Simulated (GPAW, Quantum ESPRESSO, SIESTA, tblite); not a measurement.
# GPAW on C(111) slab, H on the bottom face (176 atoms): settings against a plane-wave reference, part 2 of 2

Aim: run C(111) slab, H on the bottom face (176 atoms) in GPAW and see how near its forces come to a plane-wave reference, and at what cost.

Program: GPAW 26.7.0; the method stands at each step. Banners, paths, timers and routine set-up lines are dropped from the logs unmarked, and long logs keep their key lines alone; longer cuts are marked.

So far. Step 4 (PBE, LCAO dzp, h 0.22 Å): Against the first run (7.5 %), the force difference from the reference is 7.6 %, at 0.91 times the CPU time: the change moves forces by 26 meV/Å r.m.s., so most of the difference comes from elsewhere. Step 5 (PBE, LCAO dzp, h 0.2 Å, other mixer settings): Against the first run (7.5 %), the force difference from the reference is 7.5 %, at 1.1 times the CPU time: another solver or mixer reaches the same state.

### Step 6. PBE, LCAO szp(dzp), h 0.2 Å

Method: Kohn-Sham DFT, PBE, PAW, atomic orbitals (szp(dzp)).

Contents of run.py:

```python
import numpy as np
from ase.io import read
from gpaw import GPAW, FermiDirac
from ase.parallel import parprint as print

atoms = read("structure.xyz")
atoms.calc = GPAW(
    mode="lcao",
    basis="szp(dzp)",
    h=0.2,
    xc="PBE",
    kpts={"size": (1, 1, 1), "gamma": True},
    occupations=FermiDirac(0.05),
    maxiter=200,
    symmetry={"point_group": False},
    txt="gpaw.txt",
)
energy = atoms.get_potential_energy(force_consistent=True)
forces = atoms.get_forces()
print(f"energy {energy:.6f} eV")
print("forces (eV/A)")
for i, (a, f) in enumerate(zip(atoms, forces)):
    print(f"{i:4d} {a.symbol:2s} {f[0]:10.5f} {f[1]:10.5f} {f[2]:10.5f}")
print(f"Fermi level {atoms.calc.get_fermi_level():.4f} eV")
for k in range(len(atoms.calc.get_ibz_k_points())):
    for s in range(atoms.calc.get_number_of_spins()):
        e = atoms.calc.get_eigenvalues(kpt=k, spin=s)
        n = np.searchsorted(e, atoms.calc.get_fermi_level())
        print(f"k {k} spin {s} levels about the Fermi level:", np.round(e[max(n - 6, 0):n], 4).tolist(), "|", np.round(e[n:n + 6], 4).tolist())
```

Contents of structure.xyz:

```xyz
176
Lattice="10.08900 0.00000 0.00000 -5.04450 8.73733 0.00000 0.00000 0.00000 19.84249" Properties=species:S:1:pos:R:3 pbc="T T T"
[... 176 atom lines left out: the same atoms as in the first run ...]
```

Run with:

```bash
> OMP_NUM_THREADS=1 mpirun -np 2 gpaw python run.py > output.txt
```

The program printed:

```text
energy -1330.759457 eV
forces (eV/A)
   0 C    -0.40411    0.14949   -1.68641
   1 C     0.80702   -0.27441    6.30392
   2 C     3.93692   -0.55921    3.55850
   3 C    -3.22434   -0.52860   -0.50164
   4 C     0.29013   -1.85242    1.34210
   5 C     3.51721    3.08723    1.06016
   6 C     0.16375   -0.89287   -0.24328
   7 C     0.17184   -2.13554   -4.70458
   8 C    -0.33292    0.40069   -1.99162
   9 C    -3.63527    1.38116    1.95182
  10 C     0.32685    1.63327   -0.84955
  11 C     2.09662    0.39925    6.29328
  12 C    -2.45602    3.92541    3.90962
  13 C     0.96836   -3.37975   -0.03250
  14 C    -2.24095    0.85564   -4.86130
  15 C     7.94894    0.12455   -4.08861
  16 C     1.23098    1.12214   -3.54516
  17 C     3.27223    3.92837    0.24570
  18 C     1.57785    0.40590   -2.89161
  19 C     0.06781   -2.51778    6.86961
  20 C     0.77712    0.42867   -0.18580
  21 C    -0.82272    1.07561    4.77716
  22 C    -0.83570    1.30328   -3.29206
  23 C     1.81972   -8.39972   -2.81412
[...]
168 H     0.13898   -0.05042   -2.85929
 169 H    -0.02410   -0.09438   -3.58594
 170 H     0.00233    0.05650   -2.88410
 171 H     0.15994    0.04613   -2.64795
 172 H    -0.02513   -0.12120   -1.67427
 173 H     0.04810    0.02222   -1.28149
 174 H    -0.02857    0.06070   -0.54515
 175 H    -0.05033   -0.12368   -4.42549
Fermi level 4.2373 eV
k 0 spin 0 levels about the Fermi level: [4.0631, 4.0919, 4.1068, 4.1347, 4.1962, 4.2202] | [4.2425, 4.2833, 4.3159, 4.405, 4.4149, 4.5273]
```

gpaw.txt:

```text
Input parameters:
  mode=LCAO(),
  basis={'default': 'szp(dzp)'},
  h=0.2,
  kpts=MonkhorstPack(size=(1, 1, 1), gamma=True),
  maxiter=200,
  occupations=Occupations(name='fermi-dirac', width=0.05, fixmagmom=False),
  symmetry=Symmetry(point_group=False),
  xc=XC(name='PBE')
Unit cell  # Å
| periodic |         x |        y |         z |   lengths |     angles |
[... lines left out ...]
  Fermi-Dirac:
[... lines left out ...]
convergence criteria:
- Maximum [total energy] change in last 3 cyles: 0.0005 eV / valence electron
[... lines left out ...]
Converged in 34 steps
[... lines left out ...]
  Coulomb:         -50.408032
  Zero:             28.212720
  External:          0.000000
  Xc:            -1350.852923
  Entropy:          -0.434856
  Spinorbit:         0.000000
  ----------------------------
  Free energy:   -1330.759457
  Extrapolated:  -1330.542029
dipole moment: (-88.602154, 33.782627, -3.282546)  # |e|*Ang
Fermi level: 4.237
Eigenvalues  # (at kpt = [0.000, 0.000, 0.000])
| band index |      eig [eV] | occ [0-2] |
|------------|---------------|-----------|
|          0 |       -18.083 |     2.000 |
|        ... |               |           |
|        320 |         3.905 |     1.997 |
|        321 |         4.009 |     1.980 |
[...]
|        335 |         4.738 |     0.000 |
|        ... |               |           |
|        397 |        11.072 |     0.000 |
Gap: 0.022 eV
Transition (v -> c):
  (s=0, k=0, n=327, [0.00, 0.00, 0.00]) -> (s=0, k=0, n=328, [0.00, 0.00, 0.00])
No difference between direct/indirect transitions
Force computation time: 37.597  # s
```

Run time: 9.5 min. Hardware: 2 MPI ranks of Arm Neoverse N1, shared host; peak memory 1.8 GiB; 19 min of CPU time.

Against the reference:

- r.m.s. force component: 2.519 eV/Å
- r.m.s. difference of force components: 549 meV/Å
- longest difference of force vectors: 2408 meV/Å
- force difference over r.m.s. force: 24.22 %
- slope of forces against the reference's: 1.088
- correlation of force components: 0.9792

This is a coarse setting, run to see what it loses.

Against the first run (7.5 %), the force difference from the reference is 24 %, at 0.34 times the CPU time (on 2 against 4 cores), with 1504 basis functions against 2160: the smaller basis costs accuracy.

The difference per atom is largest on H (2.0 eV/Å on average, against 0.67 on C).

### Step 7. The ladder

Differences are against the plane-wave reference, forces as r.m.s. over components; share is that over the reference's r.m.s. force, slope the least-squares factor from reference forces to these. Total energies of different programs have different zeros and aren't compared.

| run | Δ force, r.m.s. (meV/Å) | share (%) | slope | cores | CPU time | memory (GiB) |
| --- | --- | --- | --- | --- | --- | --- |
| reference | - | - | - | 4 | 1.6 h | 10.0 |
| GPAW PBE, LCAO dzp, h 0.2 Å | 170 | 7.49 | 1.044 | 4 | 55 min | 4.1 |
| GPAW PBE, LCAO sz(dzp), h 0.2 Å (coarse) | 988 | 43.6 | 1.228 | 1 | 4.9 min | 0.96 |
| GPAW PBE, LCAO dzp, h 0.22 Å (coarse) | 172 | 7.61 | 1.045 | 4 | 50 min | 3.8 |
| GPAW PBE, LCAO dzp, h 0.2 Å, other mixer settings | 170 | 7.51 | 1.045 | 4 | 60 min | 4.0 |
| GPAW PBE, LCAO szp(dzp), h 0.2 Å (coarse) | 549 | 24.2 | 1.088 | 2 | 19 min | 1.8 |

Rows marked coarse were listed beforehand as settings not expected to be converged; some can still land near the reference.

CPU time is summed over cores on a shared host, where runs went side by side, so it is rough. Symmetry, cutoffs, thresholds, outputs and thread counts weren't matched or tuned between programs; memory under MPI is the largest rank's times the ranks.

Within one program, basis, potentials and functional, energies share a zero. Each run against its twin at the usual cutoff or grid and solver:

| run | twin | Δ energy (meV/atom) | Δ force, r.m.s. (meV/Å) | CPU time over the twin's |
| --- | --- | --- | --- | --- |
| GPAW PBE, LCAO dzp, h 0.22 Å | LCAO dzp, h 0.2 Å | 74.5 | 25.7 | 0.91 |
| GPAW PBE, LCAO dzp, h 0.2 Å, other mixer settings | LCAO dzp, h 0.2 Å | 2.0e-4 | 8.33 | 1.1 |

A second geometry, displaced anew (every atom was moved at random, 0.04 Å r.m.s. a Cartesian component (hydrogen 0.6 of that)), gives an energy difference that all programs can be tested on. The reference puts it at -31.24 meV/atom.

| run | energy less the first geometry's (meV/atom) | error (meV/atom) | force share at the second geometry (%) |
| --- | --- | --- | --- |
| GPAW PBE, LCAO dzp, h 0.2 Å | -33.68 | -2.43 | 7.80 |
| GPAW PBE, LCAO sz(dzp), h 0.2 Å | -45.83 | -14.6 | 46.9 |
| GPAW PBE, LCAO dzp, h 0.22 Å | -33.66 | -2.42 | 7.99 |
| GPAW PBE, LCAO dzp, h 0.2 Å, other mixer settings | -33.68 | -2.43 | 7.74 |
| GPAW PBE, LCAO szp(dzp), h 0.2 Å | -37.14 | -5.90 | 26.7 |

### Step 8. Summary of results

* nearest in forces: a tie at 7.5 % of 2 runs: GPAW PBE, LCAO dzp, h 0.2 Å; GPAW PBE, LCAO dzp, h 0.2 Å, other mixer settings

What this shows: The PBE runs in local orbitals, coarse settings apart, differ by 7.5 % in each run; basis, grid and potentials can all enter. Runs with settings chosen to be coarse differ by 7.6 % (GPAW PBE, LCAO dzp, h 0.22 Å) to 44 % (GPAW PBE, LCAO sz(dzp), h 0.2 Å), their programs' other errors included. Of the electronic-structure runs that take under half the reference's CPU time, GPAW PBE, LCAO szp(dzp), h 0.2 Å comes nearest, at 24 % in 19 min against 1.6 h. The energy difference between the two geometries, -31.2 meV/atom in the reference, is met best by GPAW PBE, LCAO dzp, h 0.2 Å (-2.43), GPAW PBE, LCAO dzp, h 0.22 Å (coarse) (-2.42) and GPAW PBE, LCAO dzp, h 0.2 Å, other mixer settings (-2.43) and worst by GPAW PBE, LCAO sz(dzp), h 0.2 Å (coarse) (-14.6). With short bonds to hydrogen, sets of potentials differ among themselves by several per cent in forces even at converged cutoffs, so the reference isn't exact here either. The runs have no spin polarisation, so any moments at edges, vacancies or dangling bonds can't form. The electronic-structure runs sample only Γ, in a cell whose shortest periodic width is 9 Å, which is coarse for a cell with partly filled levels.

[Also dropped from logs without a mark: logging warnings of Python, and SIESTA's first energy breakdown and zero terms.]

[Logs are printed without paths, hosts, clocks, repeated set-up lines and the standing remarks that a program may print on its own settings, such as how far it seeks lower states.]

[Hosts, paths, dates, database ids (printed as entryN), source tags and the programs' standing remarks are cut or masked in the printed files.]
